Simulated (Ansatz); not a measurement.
# Vibrations of species on Si(111)

Aim: bond lengths and vibrational modes of species bound on Si(111).

Method: DFT PBE, scalar-relativistic, plane waves, PAW; PAW set soft_1, in Ansatz 0.2.0.

## (1) The bulk crystal behind the slab

It takes space group Fd-3m (No. 227, cubic). Conventional cell: a = 5.450 Å, b = 5.450 Å, c = 5.450 Å, α = 90.00°, β = 90.00°, γ = 90.00°. Si has 4 Si at 2.36 Å nearest.

## (2) Relaxation of the host

The host crystal is relaxed at the same level, and its volume sets the scale of the cells that follow.

File input.yaml:

```yaml
crystal:
  lattice:
    - [0.0, 2.725, 2.725]
    - [2.725, 0.0, 2.725]
    - [2.725, 2.725, 0.0]
  atoms:
    - { symbol: Si, position: [0.0, 0.0, 0.0] }
    - { symbol: Si, position: [0.25, 0.25, 0.25] }
kpoints:
  mp_grid: { grid: [10, 10, 10] }
hamiltonian:
  xc: pbe
  pseudopotentials: { kind: paw, azcp: { folder: soft_1 } }
scf:
  occupations: { method: gaussian, width: 0.02 }
output:
  forces: true
  stress: true
  eigenvalues: true
relax:
  adjacent_minimum: "off"
  f_tol: 0.002
  max_steps: 60
  cell: { stress_tol: 0.02 }
```

Command:

```sh
$ ansatz run input.yaml --threads 8 --pin off --max-ram 20480MiB --backend cpu --events-out ev --progress --plain --runs-dir out
```

Numbers of over 12 decimals in the logs are rounded to 6 here.

The program printed:

```text
The last accepted step is kept in <dir> (removed where the run ends without a failure and the disk answers)
Engine: ansatz 0.2.0, x86_64-unknown-linux-gnu
Pseudopotentials: kind: paw
Pseudopotential: Si, paw, valence charge 4, recommended cutoff 420 eV (normal), soft_1/Si.paw.azcp
Functional definition: PBE
  parameter kappa = 0.804
  parameter beta = 0.066725
  exchange = pbe_x(kappa = kappa, mu = beta*pi^2/3)
[...]
--- Relaxed structure (3 steps of the walk, 3 accepted, 1 SCFs on fresh bases) ---
  F+E_penalty+E_count = -1271.62301785 eV   max|allowed force component| = 2.776e-17 eV/Å   (the final SCF, on the basis selected at the relaxed cell)
  cell:  # Å, volume = 40.9115 Å³
    - [0, 2.734880, 2.734880]
    - [2.734880, 0, 2.734880]
    - [2.734880, 2.734880, 0]
  atoms:
    - { symbol: Si, position: [0, 0, 0] }
    - { symbol: Si, position: [0.25, 0.25, 0.25] }
[key lines of the parts left out:]
SCF converged after 4 iterations
Free energy (F): -1271.623018 eV
Fermi energy:    6.304617 eV
P = ⅓ Tr σ = 0.0045 GPa (0.045 kbar)
```

It took 1.6 s on 8 threads of Intel Xeon at 2.70GHz, shared host; peak memory 0.33 GiB; 7.2 s of CPU time.

Step by step:

```
step  energy less that of the first step (eV)  largest force component (eV/Å)  pressure (GPa)  volume (Å³)
   1                                   0.0000                          0.0000            0.99        40.47
   2                                  -0.0013                          0.0000            0.24        40.81
   3                                  -0.0014                          0.0000            0.00        40.91
  4*                                  -0.0014                          0.0000            0.00        40.91
```

Relaxation steps marked * repeat the geometry before them on a plane-wave basis chosen anew for their cell, so energy and pressure can jump there.

Forces are held to the 48 operations that the run works with; a distortion that breaks them can't arise in this run.

```
conventional cell, symmetrised  before  after  change
                         a (Å)   5.450  5.470  +0.4 %
                         b (Å)   5.450  5.470  +0.4 %
                         c (Å)   5.450  5.470  +0.4 %
              volume (Å³/atom)   20.23  20.46  +1.1 %
```

The relaxed structure:

```
Si
1.0
     0.00000    2.73488    2.73488
     2.73488    0.00000    2.73488
     2.73488    2.73488    0.00000
Si
2
Cartesian
  0.0000 0.0000 0.0000
  1.3674 1.3674 1.3674
```

Numbers from this step:

```yaml
pressure: 0.004524 GPa
gap_on_the_k_mesh: 0.6174 eV
volume_per_atom: 20.46 Å³
```

The forces vanish by symmetry.

## (3) Letting the atoms settle: F

The slab carries F. Its plane takes the lattice constant of the bulk relaxed at this level. The lowest layers and the H atoms that close the back face are held, and the other atoms relax. The program lengthens the typed cell of 31.7 Å along the normal to 57.1 Å, as its cut-off of the electrostatics needs, and moves no atom.

System of this step: F on Si(111). The cell holds 12 atoms: 10 Si, 1 H and 1 F. Cell: a = 3.868 Å, b = 3.868 Å, c = 57.126 Å, α = 90.0°, β = 90.0°, γ = 120.0°. It derives from Si. Vacuum lies along c.

File input.yaml:

```yaml
crystal:
  lattice:
    - [3.8677029217, 0.0, 0.0]
    - [-1.933856479, 3.3495309121, 0.0]
    - [0.0, 0.0, 31.7174662754]
  atoms:
    - { symbol: Si, position: [0.0, 0.0, 0.284468] }
    - { symbol: Si, position: [0.333333, 0.666667, 0.309359] }
    - { symbol: Si, position: [0.333333, 0.666667, 0.384033] }
    - { symbol: Si, position: [0.666667, 0.333333, 0.408925] }
    - { symbol: Si, position: [0.666667, 0.333333, 0.483599] }
    - { symbol: Si, position: [0.0, 0.0, 0.50849] }
    - { symbol: Si, position: [0.0, 0.0, 0.583165] }
    - { symbol: Si, position: [0.333333, 0.666667, 0.608056] }
    - { symbol: Si, position: [0.333333, 0.666667, 0.68273] }
    - { symbol: Si, position: [0.666667, 0.333333, 0.707622] }
    - { symbol: H, position: [0.0, 0.0, 0.23732] }
    - { symbol: F, position: [0.666667, 0.333333, 0.76268] }
  periodic: [true, true, false]
kpoints:
  mp_grid: { grid: [8, 8, 1] }
hamiltonian:
  xc: pbe
  pseudopotentials: { kind: paw, azcp: { folder: soft_1 } }
scf:
  occupations: { method: gaussian, width: 0.03 }
output:
  forces: true
  eigenvalues: true
relax:
  adjacent_minimum: "off"
  f_tol: 0.003
  max_steps: 120
  constraints: [{ sites: [0, 1, 10] }]
```

The program printed:

```text
Warning: crystal.periodic: the lattice vector that does not repeat stood 0.000° off the slab's normal, 31.717 Å along it as the deck builds it. The run solves the slab on a vector along the normal, 57.126 Å long, with every atom where it was (on the deck's vector they left 15.05 Å outside them, and the widest stretch free of ions among them is 2.37 Å). A fractional position that the run reports is one of the run's ce [...]
Warning: the atoms were moved onto the symmetric positions of the space group found under crystal.symmetry.tolerance 1.0e-5 (fractional; no operation is sought that the atoms, as they stand in a round, miss by more than twice it, and no atom is moved by as much as it), and the run uses the moved positions. Before a round's move an operation carried an atom to 3.87e-6 Å from where it should land, the largest such dist [...]
[...]
crystal.periodic: the lattice vector that does not repeat stood 0.000° off the slab's normal, 31.717 Å along it as the deck builds it. The run solves the slab on a vector along the normal, 57.126 Å long, with every atom where it was (on the deck's vector they left 15.05 Å outside them, and the widest stretch free of ions among them is 2.37 Å). A fractional position that the run reports is one of the run's cell, which [...]
[...]
Crystal: 12 atoms, lattice volume = 740.069 Å³
Basis set: ecut = 420 eV, 14579 PW (Γ), exchange–correlation on 54×54×768 points (8 copies of the dense FFT grid, shifted against one another)
Bands: 36, of which v1, the nominal top of the filled ones, is band 24 counted from 1 (23 counted from 0)
Symmetry: 6 space group operations
[...]
k-points: 10 of 64 (time reversal used)
[...]
SCF iter   1: F=—  HF=-7184.503000 eV  |F-HF|=—  |Δ(HF+E_count)|=         —  Δρ=3.16e-2  dr2=6.94e0  ethr=3.10e-3  ⟨swp⟩=13.4  Hψ=3138  notcnv=0  defer=1
[...]
SCF iter  13: F=-7182.766109 eV  HF=-7182.766109 eV  |F-HF|=1.33e-9  |Δ(HF+E_count)|=   1.40e-8  Δρ=8.48e-7  dr2=6.13e-9  ethr=4.69e-10  ⟨swp⟩=23.1  Hψ=3152  notcnv=0
SCF 1 converged in 13 iterations: F = -7182.766109 eV  dr2 = 6.13e-9
[...]
relax step   1: F+E_penalty+E_count = -7182.76610946 eV  Δ(F+E_penalty+E_count) = +0.000e0 eV  max|allowed force component| = 2.808e0 eV/Å  Δτ_max = 0.0000 Å  (13 SCF iters, dr2 threshold 2.25e-7 eV, accepted)
[...]
SCF iter   6: F=-7182.898365 eV  HF=-7182.898389 eV  |F-HF|=2.43e-5  |Δ(HF+E_count)|=   3.33e-5  Δρ=6.92e-5  dr2=3.88e-5  ethr=2.08e-7  ⟨swp⟩=18.4  Hψ=2931  notcnv=0
SCF 2 converged in 6 iterations: F = -7182.898365 eV  dr2 = 3.88e-5
relax step   2: F+E_penalty+E_count = -7182.89836460 eV  Δ(F+E_penalty+E_count) = -1.323e-1 eV  max|allowed force component| = 1.931e0 eV/Å  Δτ_max = 0.1191 Å  (6 SCF iters, dr2 threshold 1.00e-4 eV, accepted)
SCF iter   1: F=—  HF=-7182.983981 eV  |F-HF|=—  |Δ(HF+E_count)|=         —  Δρ=3.03e-3  dr2=4.81e-2  ethr=3.81e-4  ⟨swp⟩=3.6  Hψ=1132  notcnv=0  defer=41
[...]
SCF iter   6: F=-7182.966163 eV  HF=-7182.966181 eV  |F-HF|=1.75e-5  |Δ(HF+E_count)|=   1.77e-5  Δρ=5.44e-5  dr2=3.12e-5  ethr=2.08e-7  ⟨swp⟩=16.2  Hψ=2662  notcnv=0
SCF 3 converged in 6 iterations: F = -7182.966163 eV  dr2 = 3.12e-5
[...]
relax step   3: F+E_penalty+E_count = -7182.96616341 eV  Δ(F+E_penalty+E_count) = -6.780e-2 eV  max|allowed force component| = 3.938e-1 eV/Å  Δτ_max = 0.0632 Å  (6 SCF iters, dr2 threshold 1.00e-4 eV, accepted)
[...]
relax step   4: F+E_penalty+E_count = -7182.96939027 eV  Δ(F+E_penalty+E_count) = -3.227e-3 eV  max|allowed force component| = 2.673e-2 eV/Å  Δτ_max = 0.0174 Å  (5 SCF iters, dr2 threshold 9.69e-6 eV, accepted)
[...]
relax step   5: F+E_penalty+E_count = -7182.96940608 eV  Δ(F+E_penalty+E_count) = -1.581e-5 eV  max|allowed force component| = 1.673e-3 eV/Å  Δτ_max = 0.0039 Å  (7 SCF iters, dr2 threshold 4.47e-8 eV, accepted)
[...]
SCF iter   4: F=-7182.969406 eV  HF=-7182.969406 eV  |F-HF|=3.46e-9  |Δ(HF+E_count)|=  3.26e-10  Δρ=1.07e-6  dr2=7.01e-9  ethr=1.87e-11  ⟨swp⟩=6.4  Hψ=1536  notcnv=0
SCF 6 converged in 4 iterations: F = -7182.969406 eV  dr2 = 7.01e-9
relax step   6: F+E_penalty+E_count = -7182.96940609 eV  Δ(F+E_penalty+E_count) = -6.658e-9 eV  max|allowed force component| = 1.653e-3 eV/Å  Δτ_max = 0.0000 Å  (4 SCF iters, accepted)
SCF converged after 4 iterations
Free energy (F): -7182.969406 eV
[...]
Internal energy: -7182.969406 eV  (E = F + TS)
E sigma→0 (E₀):  -7182.969406 eV
Fermi energy:    -5.204174 eV
[...]
--- Forces (eV/Å), atoms counted from 1 ---
  atom   1  Si    -0.00000000     0.00000000     0.35334360
  atom   2  Si     0.00000000    -0.00000000    -0.21826508
  atom   3  Si    -0.00000000     0.00000000    -0.00035143
  atom   4  Si     0.00000000    -0.00000000     0.00009953
  atom   5  Si    -0.00000000     0.00000000    -0.00006790
  atom   6  Si     0.00000000    -0.00000000    -0.00059562
  atom   7  Si    -0.00000000     0.00000000    -0.00062658
  atom   8  Si     0.00000000    -0.00000000    -0.00013916
  atom   9  Si    -0.00000000     0.00000000     0.00109210
  atom  10  Si     0.00000000    -0.00000000     0.00033761
  atom  11  H     -0.00000000     0.00000000    -0.13643984
  atom  12  F      0.00000000     0.00000000     0.00165273
  max |Σ_I F_I| component: 3.99e-5 eV/Å
--- Band table (eV; the first three rows and the last of 10) ---
  k-point 0: bands = [... 20 lower, -5.8497, -5.8497, -5.6249, -5.6249, -4.1378, -3.9985, -3.7612, -3.4225, ... 8 higher]
  k-point 1: bands = [... 20 lower, -6.4871, -6.4207, -6.0923, -5.8407, -3.6554, -3.4339, -3.3682, -3.0875, ... 8 higher]
  k-point 2: bands = [... 20 lower, -7.0304, -6.7537, -6.5913, -6.3067, -4.3097, -4.0393, -3.6834, -3.3480, ... 8 higher]
  k-point 9: bands = [... 20 lower, -8.2507, -8.0726, -7.6782, -7.4844, -3.9495, -3.4006, -3.2644, -2.8525, ... 8 higher]
  ° read free of the cell's end (the report's vacuum.weakly_bound_levels)
--- Relaxed structure (6 steps of the walk, 6 accepted, 0 SCFs on fresh bases) ---
  F+E_penalty+E_count = -7182.96940609 eV   max|allowed force component| = 1.653e-3 eV/Å
  cell:  # Å, volume = 740.0691 Å³
    - [3.867704, 2.897230253254637e-6, 0.0]
    - [-1.933855, 3.349528, 0.0]
    - [0.0, 0.0, 57.126176]
  atoms:
    - { symbol: Si, position: [0.0, 0.0, 0.157942] }
    - { symbol: Si, position: [0.333333, 0.666667, 0.171762] }
    - { symbol: Si, position: [0.333333, 0.666667, 0.213110] }
    - { symbol: Si, position: [0.666667, 0.333333, 0.226917] }
    - { symbol: Si, position: [0.666667, 0.333333, 0.268352] }
    - { symbol: Si, position: [-1.3160397290932543e-19, 0, 0.282153] }
    - { symbol: Si, position: [-1.555610003693694e-19, 0, 0.323584] }
    - { symbol: Si, position: [0.333333, 0.666667, 0.337385] }
    - { symbol: Si, position: [0.333333, 0.666667, 0.378869] }
    - { symbol: Si, position: [0.666667, 0.333333, 0.392117] }
    - { symbol: H, position: [0.0, 0.0, 0.131764] }
    - { symbol: F, position: [0.666667, 0.333333, 0.420497] }
```

Run time: 42 s. Hardware: 8 threads; peak memory 1.5 GiB; 4.1 min of CPU time.

Relaxation path:

```
step  energy less that of the first step (eV)  largest force component (eV/Å)
   1                                   0.0000                          2.8076
   2                                  -0.1323                          1.9311
   3                                  -0.2001                          0.3938
   4                                  -0.2033                          0.0267
   5                                  -0.2033                          0.0017
   6                                  -0.2033                          0.0017
```

Forces are held to the 6 operations that the run works with; a distortion that breaks them can't arise in this run.

The atoms that moved most (Å):

```
atom     dx     dy      dz  length
 F12  0.000  0.000  -0.169   0.169
Si10  0.000  0.000  -0.044   0.044
 Si8  0.000  0.000  -0.013   0.013
 Si7  0.000  0.000  -0.011   0.011
 Si9  0.000  0.000  -0.011   0.011
 Si6  0.000  0.000  -0.010   0.010
 Si5  0.000  0.000  -0.009   0.009
 Si4  0.000  0.000  -0.007   0.007
```

The largest force component left on a free atom is 1.7 meV/Å.

[end of part 1 of 3]

[Logs are printed without paths, hosts, clocks, repeated set-up lines and the standing remarks that a program may print on its own settings, such as how far it seeks lower states.]

[Hosts, paths, dates, database ids (printed as entryN), source tags and the programs' standing remarks are cut or masked in the printed files.]
